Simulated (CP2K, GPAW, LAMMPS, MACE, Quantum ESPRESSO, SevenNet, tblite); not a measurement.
# Which site? Cd in place of Zn in glassy 45P2O5-55ZnO (mol %) (85 atoms), by several methods

Aim: compare the energies of Cd in place of Zn at unlike sites of glassy 45P2O5-55ZnO (mol %) (85 atoms), with plane waves as the reference.

Results are calculated, not measured.

### 1. The structure

The cell holds 85 atoms (18 P, 11 Zn and 56 O), with edges of 10.58, 10.58 and 10.58 Å. Recipe: 85 atoms (18 P, 11 Zn, 56 O) placed at random at 3.06 g/cm³, melted at 4000 K for 10 ps at fixed volume with the Morse and Coulomb pair potential with partial charges (Pedone, Malavasi, Menziani, Cormack and Segre, J. Phys. Chem. B 110, 11780 (2006)). Quenched from 4000 K to 300 K at 500 K/ps and fixed volume, held 10 ps at zero pressure, then minimised at fixed cell. Then the atoms were relaxed with MACE MP-0b3 medium in the fixed cell.

### 2. The reference input

Quantum ESPRESSO 7.5: Kohn-Sham DFT, PBE, SSSP efficiency 1.3.0 pseudopotentials, plane waves. Its input, pw.in, for the unchanged cell:

```
&control
  calculation = 'scf'
  pseudo_dir = './pseudo'
  outdir = './tmp'
  disk_io = 'none'
  tprnfor = .true.
  tstress = .true.
/
&system
  ibrav = 0
  nat = 85
  ntyp = 3
  ecutwfc = 60
  ecutrho = 480
  nosym = .true.
  occupations = 'smearing'
  smearing = 'fd'
  degauss = 0.003675
/
&electrons
  conv_thr = 4.3e-07
  electron_maxstep = 100
  mixing_beta = 0.4
  mixing_mode = 'plain'
  diagonalization = 'david'
/
ATOMIC_SPECIES
P 30.974 P.upf
Zn 65.380 Zn.upf
O 15.999 O.upf
CELL_PARAMETERS angstrom
10.57997 0.00000 0.00000
0.00000 10.57997 0.00000
0.00000 0.00000 10.57997
ATOMIC_POSITIONS crystal
P 0.24124 0.19738 0.75012
P 0.44284 0.77003 0.08636
P 0.87690 0.17715 0.89874
P 0.92041 0.57115 0.55481
[... 79 atom lines left out ...]
O 0.18151 0.26239 0.86447
O 0.40070 0.87277 0.48134
K_POINTS gamma
```

```console
$ OMP_NUM_THREADS=1 mpirun -np 2 pw.x -in pw.in > output.txt
```

Run time: 7.5 min. Hardware: 2 MPI ranks of Arm Neoverse V1, shared host; peak memory 3.5 GiB; 15 min of CPU time.

It converged with an r.m.s. force component of 0.17 eV/Å and a pressure of -0.29 GPa.

### 3. Levels of theory

The levels share the cells and solve them as single points, though not every level runs every cell. CPU time is summed over a level's finished runs, on a host shared with the other runs, so it is rough; the force column is the median over cells of the r.m.s. difference of force components from the reference.

| level | basis or training data | k-points | runs finished | CPU time | peak memory (GiB) | force difference (meV/Å) |
| --- | --- | --- | --- | --- | --- | --- |
| QE, PBE | plane waves, SSSP efficiency, 60/480 Ry | Γ | 4 of 4 | 62 min | 3.5 | reference |
| CP2K double zeta, PBE | DZVP-MOLOPT-SR, GTH-PBE potentials, 800 Ry | Γ | 3 of 3 | 20 min | 5.7 | 149 |
| GPAW dzp, PBE | dzp orbitals, PAW, h 0.18 Å | Γ | 3 of 3 | 8.7 min | 1.8 | 521 |
| tblite GFN1-xTB | tight binding with its own dispersion term | Γ | 3 of 3 | 14 s | 0.12 | 488 |
| MACE MP-0b3 medium | trained on PBE(+U) plane-wave data | - | 4 of 4 | 38 s | 1.0 | 168 |
| SevenNet l3i5 | trained on PBE(+U) plane-wave data | - | 4 of 4 | 49 s | 1.5 | 134 |

The reference's own r.m.s. force component runs from 166 to 169 meV/Å over these cells. MACE MP-0b3 medium relaxed the atoms, so in the cells that it relaxed its own forces are small, and its entry isn't an independent test there.

### 4. The sites

Each changed cell was relaxed with MACE MP-0b3 medium before the single points. Neighbours are the site's nearest atoms before the change.

```
site  nearest atoms  their mean distance (Å)  atoms within 6 Å  largest move on relaxing (Å)  longest force left in the reference (eV/Å)
Zn28             O4                     2.06                58                          0.44                                        0.79
Zn19             O4                     2.02                61                          1.45                                        0.78
Zn22             O5                     2.06                65                          0.40                                        0.81
```

### 5. Site energies

All changed cells hold the same atoms, so within one level their energies compare with no chemical potential. Energies in eV, less that of Zn28, the reference's cheapest site; the last column is the largest deviation from the reference once each row's mean is taken off.

```
                level  Zn28   Zn19  Zn22  cheapest  largest deviation
              QE, PBE  0.00   0.03  0.33      Zn28                  -
CP2K double zeta, PBE  0.00  -0.12  0.33      Zn19               0.10
        GPAW dzp, PBE  0.00  -0.26  0.39      Zn19               0.21
      tblite GFN1-xTB  0.00   0.82  0.07      Zn28               0.61
   MACE MP-0b3 medium  0.00  -0.04  0.31      Zn19               0.04
        SevenNet l3i5  0.00   0.05  0.33      Zn28               0.02
```

### 6. What came out

In the reference the cheapest site is Zn28 (O4) and the dearest Zn22 (O5), 0.33 eV higher. 2 of the 5 other levels pick the same cheapest site; CP2K double zeta, PBE picks Zn19, GPAW dzp, PBE picks Zn19 and MACE MP-0b3 medium picks Zn19. The two cheapest sites lie only 0.027 eV apart in the reference, so their order is fragile.

SevenNet l3i5 follows the reference most closely (0.02 eV at worst) and tblite GFN1-xTB least (0.61 eV). The other programs at PBE deviate by 0.21 eV at most, the learned potentials by 0.02 to 0.04 eV. The reference's gap of 3.30 eV in the unchanged cell becomes 3.14 eV (Zn28), 3.20 eV (Zn19) and 3.17 eV (Zn22).

Caveats: The geometries are those of MACE MP-0b3 medium; forces of up to 0.81 eV/Å remain in the reference, so relaxing in DFT would lower the energies, by amounts that can differ from site to site and can change the order. For MACE MP-0b3 medium alone these are relaxed energies. Defects interact with their periodic images. Atoms moved by over 1 Å in some relaxations, so part of the differences can come from the host's rearranging. Only 3 of the 11 Zn sites are compared. Learned potentials don't solve for electrons, so the charge or spin state of a defect can't be set in them. The quench rate of 500 K/ps is many orders above laboratory rates, so the cell is likely richer in defects and strain than a real sample. The reference samples only Γ, in a cell whose shortest periodic width is 11 Å. The reference isn't exact: its cutoffs and mesh weren't converged further here, and in our tests on small cells the SSSP efficiency potentials stood apart from two norm-conserving sets for C–F bonds most, for P–O and Y–O bonds less. Where levels are smeared, the DFT runs use Fermi–Dirac occupations at 580 K (0.05 eV), and energies are free energies.

[Logs are printed without paths, hosts, clocks, repeated set-up lines and the standing remarks that a program may print on its own settings, such as how far it seeks lower states.]

[Hosts, paths, dates, database ids (printed as entryN), source tags and the programs' standing remarks are cut or masked in the printed files.]
